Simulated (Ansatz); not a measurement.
# What TiPbSO2 (built on the sites of a database entry of TiPbO3) distorts into

Aim: this structure of TiPbSO2 (built on the sites of a database entry of TiPbO3) is to be tested for unstable modes, and one is followed downhill.

Method: DFT PBEsol+D3(BJ), scalar-relativistic, plane waves, PAW, in Ansatz 0.2.0.

Report form: the programs' logs are mostly left out.

The structure was built from a prototype and need not be the compound's stable phase.

**1. Starting point**

It takes space group P4/mmm (No. 123, tetragonal). The conventional cell has a = 3.900 Å, b = 3.900 Å, c = 4.831 Å, α = 90.00°, β = 90.00°, γ = 90.00°. Nearest to Ti lie 4 O at 1.95 Å and 2 S at 2.42 Å. Nearest to Pb lie 4 S at 2.76 Å. Nearest to O lie 2 Ti at 1.95 Å. Nearest to S lie 2 Ti at 2.42 Å and 4 Pb at 2.76 Å. Farther neighbours and most contacts between anions are not listed.

As a file:

```cif
data_structure
_symmetry_space_group_name_H-M 'P4/mmm'
_symmetry_Int_Tables_number 123
_cell_length_a 3.9003
_cell_length_b 3.9003
_cell_length_c 4.8308
_cell_angle_alpha 90.000
_cell_angle_beta 90.000
_cell_angle_gamma 90.000
_cell_volume 73.49
loop_
_atom_site_label
_atom_site_type_symbol
_atom_site_symmetry_multiplicity
_atom_site_Wyckoff_symbol
_atom_site_fract_x
_atom_site_fract_y
_atom_site_fract_z
_atom_site_occupancy
Ti1 Ti 1 d 0.50000 0.50000 0.50000 1
Pb1 Pb 1 a 0.00000 0.00000 0.00000 1
O1 O 2 e 0.00000 0.50000 0.50000 1
S1 S 1 c 0.50000 0.50000 0.00000 1
```

**2. The dispersion**

The cell comes from relaxations at this level that are not shown. Stability and thermal properties need the whole zone. Linear response on a 2×2×2 q mesh gives force constants as far as a supercell of that size would.

The input, input.yaml:

```yaml
crystal:
  lattice:
    - [3.9002836101, 0.0, 0.0]
    - [0.0, 4.8307507799, 0.0]
    - [0.0, 0.0, 3.9002836101]
  atoms:
    - { symbol: Ti, position: [0.5, 0.5, 0.5] }
    - { symbol: Pb, position: [0.0, 0.0, 0.0] }
    - { symbol: O, position: [0.0, 0.5, 0.5] }
    - { symbol: S, position: [0.5, 0.0, 0.5] }
    - { symbol: O, position: [0.5, 0.5, 0.0] }
kpoints:
  mp_grid: { grid: [12, 8, 12] }
hamiltonian:
  xc: pbesol
  dispersion: d3bj
scf:
  occupations: { method: methfessel_paxton, width: 0.2 }
output:
  eigenvalues: true
phonons:
  method: dfpt
  qmesh: [2, 2, 2]
  temperatures: { t_max: 1000, t_step: 50 }
  qpath:
    path:
      - [[0.0, 0.0, 0.0], [0.0, 0.0, -0.5], [-0.5, 0.0, -0.5], [0.0, 0.0, 0.0], [0.0, -0.5, 0.0], [0.0, -0.5, -0.5], [-0.5, -0.5, -0.5], [0.0, -0.5, 0.0]]
      - [[0.0, 0.0, -0.5], [0.0, -0.5, -0.5]]
      - [[-0.5, 0.0, -0.5], [-0.5, -0.5, -0.5]]
    npoints: 10
```

Run with:

```console
ansatz run input.yaml --threads 8 --pin off --max-ram 14336MiB --backend cpu --events-out ev --progress --plain --runs-dir out
```

Elapsed: 6.2 min, on 8 threads of Arm Neoverse V2, shared host; peak memory 1.7 GiB.

Numbers from this step:

* volume per atom: 14.70 Å³
* gap on the k-mesh: 0 eV
* sum-rule residual before enforcement: 1.10e-4 eV/Å²
* lowest frequency on the path: -265.1 cm⁻¹
* point group: 4/mmm
* highest frequency on the path or at a solved wavevector: 732.6 cm⁻¹
* highest optical mode at the zone centre (no LO-TO term): 399.8 cm⁻¹
* lowest optical zone-centre mode: -265.1 cm⁻¹
* lowest mode on the q mesh (acoustic modes at Γ apart): -265.1 cm⁻¹

Frequencies (cm⁻¹) solved at each irreducible wavevector; negative means imaginary. Frequencies by wavevector, by row:

```csv
q in reciprocal lattice units,star,mode 1,mode 2,mode 3,mode 4,mode 13,mode 14,mode 15
0 0 0,1,-265.1,-265.1,-105,0,359.5,399.8,399.8
0 0 -0.5,2,-211,-61.7,-52.8,80.4,341.7,418.5,657.4
0 -0.5 0,1,-254.1,-254.1,34.3,40,403.6,403.6,414.4
0 -0.5 -0.5,2,-202.9,-61.8,83.2,92.4,343.7,419.9,639
-0.5 0 -0.5,1,-93,-52.6,33,33,385.9,412.1,732.6
-0.5 -0.5 -0.5,1,-96.2,-67.8,-67.8,-57.2,379.9,404.6,711.7
```

Interpolated from a 2×2×2 q mesh, rough between the solved points. Phonon branches along the path, in cm⁻¹:

```
    point  branch 1  branch 2  branch 3  branch 4  branch 12  branch 13  branch 14  branch 15
        Γ      -265      -265      -105         0        263        360        400        400
  halfway      -234       -87       -16        65        267        353        379        525
        X      -211       -62       -53        80        321        342        418        657
  halfway       -57        70        90       113        345        379        415        680
        M       -93       -53        33        33        366        386        412        733
  halfway       -67        64        90        93        344        346        403        582
        Γ      -265      -265      -105         0        263        360        400        400
  halfway      -260      -260       -37        31        344        373        402        402
        Z      -254      -254        34        40        382        404        404        414
  halfway      -224       -54        59        69        362        382        385        524
        R      -203       -62        83        92        339        344        420        639
  halfway       -60        53        60       126        349        369        415        663
        A       -96       -68       -68       -57        380        380        405        712
  halfway       -62        14        84       126        361        361        396        579
        Z      -254      -254        34        40        382        404        404        414
jump to X      -211       -62       -53        80        321        342        418        657
  halfway      -207       -62        82       103        318        345        419        648
        R      -203       -62        83        92        339        344        420        639
jump to M       -93       -53        33        33        366        386        412        733
  halfway       -95       -55       -38       -38        373        376        408        722
        A       -96       -68       -68       -57        380        380        405        712
```

Symmetry leaves 6 wavevectors to solve. The lowest mode among them, the acoustic zeros apart, lies at Γ and is imaginary, 265.1i cm⁻¹, so the energy falls along it.

**3. The mode frozen in, largest atomic shift 0 Å**

The mode followed lies at Γ with frequency 265.1i cm⁻¹ and is 2-fold degenerate, the softest among the wavevectors solved. At small amplitude the distorted cell has space group no. 25 by a symmetry search on the positions. The undistorted cell that holds it gives the zero of energy on the same k mesh.

input.yaml, the sections that differ from step 2:

```yaml
output:
  forces: true
  stress: true
  eigenvalues: true
# crystal, kpoints, hamiltonian, scf: as in step 2
# phonons: removed
```

Wall time 2.1 s (8 threads); peak memory 0.62 GiB; 15 s of CPU time.

Numbers from this step:

| Quantity | Value |
| --- | --- |
| pressure | -3.02e-4 GPa |
| energy from the undistorted cell | 0 meV/atom |

The run ends at a pressure of 0.00 GPa.

**4. The mode frozen in, largest atomic shift 0.08 Å**

The atoms are moved along the unstable eigenvector, the largest shift by 0.08 Å, with the cell fixed.

input.yaml, the sections that differ from step 3:

```yaml
crystal:
  lattice:
    - [3.9002836101, 0.0, 0.0]
    - [0.0, 4.8307507799, 0.0]
    - [0.0, 0.0, 3.9002836101]
  atoms:
    - { symbol: Ti, position: [0.5151709919, 0.5, 0.5] }
    - { symbol: Pb, position: [1.16823e-05, 0.0, 0.0] }
    - { symbol: O, position: [-0.0205113289, 0.5, 0.5] }
    - { symbol: S, position: [0.494807564, 0.0, 0.5] }
    - { symbol: O, position: [0.485375324, 0.5, 0.0] }
# kpoints, hamiltonian, scf, output: as in step 3
```

It took 6 s on 8 threads; peak memory 0.7 GiB.

Numbers from this step:

| Item | Value |
| --- | --- |
| pressure | 1.285 GPa |
| gap on the k-mesh | 0.06667 eV |
| energy from the undistorted cell | -5.365 meV/atom |

The energy, extrapolated to zero smearing, is -5.37 meV/atom against the undistorted cell.

The run ends at a pressure of 1.29 GPa, with forces up to 0.24 eV/Å.

**5. Energy along the mode, all amplitudes (two of the runs are shown above)**

An imaginary frequency means negative curvature, so the energy should fall and then rise again as anharmonic terms take over.

This step gave:

```
depth at the lowest point sampled  : 5.365 meV/atom
largest atomic shift at that point : 0.08 Å
```

Energy from the parent against largest atomic shift:

```csv
largest atomic shift (Å),energy from the parent (meV/atom)
0.0000,0
0.0400,-1.97
0.0800,-5.37
0.1400,2.72
0.2200,96.1
```

Displacement at unit largest shift by atom:

```csv
atom,x (Å),y (Å),z (Å),size
Ti1,0.74,0.00,0.00,0.74
Pb2,0.00,0.00,0.00,0.00
O3,-1.00,0.00,0.00,1.00
S4,-0.25,0.00,0.00,0.25
O5,-0.71,0.00,0.00,0.71
```

The lowest of the steps tried is at 0.08 Å, 5.37 meV/atom below the parent; the bottom of the well need not coincide with a step.

**6. Relaxation from the frozen mode**

Starting from the lowest point found, all atoms and the cell are let go, so that strain and other modes of the same symmetry can join in.

input.yaml, as its differences from that of step 4:

```diff
@@ -22 +22,6 @@
   eigenvalues: true
+relax:
+  adjacent_minimum: "off"
+  f_tol: 0.002
+  max_steps: 120
+  cell: { stress_tol: 0.03 }
```

It took 1.9 min on 8 threads; peak memory 0.79 GiB; 14 min of CPU time.

Step by step:

| step | energy less that of the first step (eV) | largest force component (eV/Å) | pressure (GPa) | volume (Å³) |
| --- | --- | --- | --- | --- |
| 1 | 0.0000 | 0.2373 | 1.29 | 73.49 |
| 2 | -0.0145 | 0.3293 | -0.02 | 74.03 |
| 3 | -0.0251 | 0.4330 | -0.47 | 74.31 |
| 4 | -0.0427 | 0.3506 | -0.45 | 74.81 |
| 5 | -0.0472 | 0.1146 | -0.36 | 75.54 |
| 6 | -0.0506 | 0.0723 | 0.16 | 75.13 |
| 7 | -0.0520 | 0.0508 | 0.02 | 75.16 |
| 8 | -0.0524 | 0.0417 | 0.22 | 75.20 |
| 9 | -0.0520 | 0.0386 | -0.12 | 75.41 |
| 10 | -0.0523 | 0.0010 | 0.00 | 75.33 |
| 11* | -0.0616 | 0.0022 | 0.19 | 75.33 |
| 12 | -0.0619 | 0.0165 | -0.05 | 75.63 |
| 13 | -0.0620 | 0.0156 | 0.07 | 75.76 |
| 14 | -0.0619 | 0.0075 | -0.02 | 75.80 |
| 15 | -0.0619 | 0.0034 | 0.00 | 75.79 |
| 16 | -0.0619 | 0.0006 | 0.00 | 75.80 |
| 17* | -0.0632 | 0.0010 | 0.01 | 75.80 |
| 18 | -0.0631 | 0.0007 | 0.00 | 75.86 |
| 19* | -0.0632 | 0.0007 | 0.00 | 75.86 |

Relaxation steps marked * repeat the geometry before them on a plane-wave basis chosen anew for their cell, so energy and pressure can jump there.

Forces are held to the 4 operations that the run works with; a distortion that breaks them can't arise in this run.

```csv
"conventional cell, symmetrised",before,after,change
a (Å),3.900,3.785,-3.0 %
b (Å),4.831,4.817,-0.3 %
c (Å),3.900,4.161,+6.7 %
volume (Å³/atom),14.70,15.17,+3.2 %
```

The atoms that moved most (Å, as changes of fractional coordinates times the final cell):

```csv
atom,dx,dy,dz,length
Ti1,0.130,0.000,0.000,0.130
O5,-0.077,0.000,0.000,0.077
O3,-0.054,0.000,0.000,0.054
Pb2,0.043,0.000,0.000,0.043
S4,-0.042,0.000,0.000,0.042
```

Final coordinates:

```cif
data_structure
_symmetry_space_group_name_H-M 'P 1'
_symmetry_Int_Tables_number 1
_cell_length_a 4.1612
_cell_length_b 4.8168
_cell_length_c 3.7846
_cell_angle_alpha 90.000
_cell_angle_beta 90.000
_cell_angle_gamma 90.000
_cell_volume 75.86
loop_
_atom_site_label
_atom_site_type_symbol
_atom_site_fract_x
_atom_site_fract_y
_atom_site_fract_z
_atom_site_occupancy
Ti1 Ti 0.54638 0.50000 0.50000 1
Pb2 Pb 0.01046 0.00000 0.00000 1
O3 O 0.96640 0.50000 0.50000 1
S4 S 0.48463 0.00000 0.50000 1
O5 O 0.46698 0.50000 0.00000 1
```

This step gave:

```yaml
pressure: 6.89e-4 GPa
volume_per_atom: 15.17 Å³
gap_on_the_k_mesh: 0.4884 eV
```

The distorted start has space group Pmm2; the relaxation ends in Pmm2.

**7. The new phase in its own primitive cell**

The relaxed structure is symmetrised, reduced to its primitive cell and relaxed tightly, as its phonons need.

System of this step: TiPbSO2 (built on the sites of a database entry of TiPbO3). The structure is orthorhombic, space group Pmm2 (No. 25). Conventional cell: a = 3.785 Å, b = 4.817 Å, c = 4.161 Å, α = 90.00°, β = 90.00°, γ = 90.00°. Ti has 4 O at 1.75 to 2.41 Å and 2 S at 2.42 Å nearest. Nearest to Pb lie 4 S at 2.73 to 2.89 Å. O has 1 Ti at 1.75 Å nearest. Nearest to O lie 2 Ti at 1.92 Å. Nearest to S lie 2 Ti at 2.42 Å and 4 Pb at 2.73 to 2.89 Å. Farther neighbours and most contacts between anions are not listed.

The input, input.yaml:

```yaml
crystal:
  lattice:
    - [3.7845782775, 0.0, 0.0]
    - [0.0, 4.8167667313, 0.0]
    - [0.0, 0.0, 4.1611981337]
  atoms:
    - { symbol: Ti, position: [0.5, 0.5, 0.4536162327] }
    - { symbol: Pb, position: [0.0, 0.0, 0.9895434734] }
    - { symbol: O, position: [0.5, 0.5, 0.0336016592] }
    - { symbol: O, position: [0.0, 0.5, 0.5330188433] }
    - { symbol: S, position: [0.5, 0.0, 0.5153655581] }
kpoints:
  mp_grid: { grid: [8, 6, 8] }
hamiltonian:
  xc: pbesol
  dispersion: d3bj
scf:
  occupations: { method: fixed }
output:
  forces: true
  stress: true
  eigenvalues: true
relax:
  adjacent_minimum: "off"
  f_tol: 0.001
  max_steps: 60
  cell: { stress_tol: 0.01 }
```

Wall time 24 s (8 threads); peak memory 0.59 GiB.

Step by step:

```
step  energy less that of the first step (eV)  largest force component (eV/Å)  pressure (GPa)  volume (Å³)
   1                                   0.0000                          0.0011            0.01        75.86
   2                                   0.0000                          0.0038           -0.01        75.87
   3                                   0.0000                          0.0044           -0.01        75.87
   4                                   0.0001                          0.0030            0.00        75.89
   5                                   0.0001                          0.0004            0.00        75.89
  6*                                   0.0000                          0.0004            0.00        75.89
   7                                   0.0000                          0.0009            0.01        75.90
   8                                   0.0000                          0.0004            0.00        75.90
  9*                                   0.0000                          0.0004            0.00        75.90
```

Relaxation steps marked * repeat the geometry before them on a plane-wave basis chosen anew for their cell, so energy and pressure can jump there.

The run keeps the 4 symmetry operations that it works with, so distortions that break them were not tested.

```
conventional cell, symmetrised  before  after  change
                         a (Å)   3.785  3.783  -0.1 %
                         b (Å)   4.817  4.817  -0.0 %
                         c (Å)   4.161  4.166  +0.1 %
              volume (Å³/atom)   15.17  15.18  +0.1 %
```

This step gave:

```
pressure           : 0.002123 GPa
gap on the k-mesh  : 0.4946 eV
volume per atom    : 15.18 Å³
direct gap on mesh : 0.5143 eV
```

The largest force component left is 0.38 meV/Å and the pressure is 0.002 GPa, within the tolerances set. The cell now holds 15.18 Å³/atom.

(Continued in part 2 of 2.)

[Logs are printed without paths, hosts, clocks, repeated set-up lines and the standing remarks that a program may print on its own settings, such as how far it seeks lower states.]

[Hosts, paths, dates, database ids (printed as entryN), source tags and the programs' standing remarks are cut or masked in the printed files.]
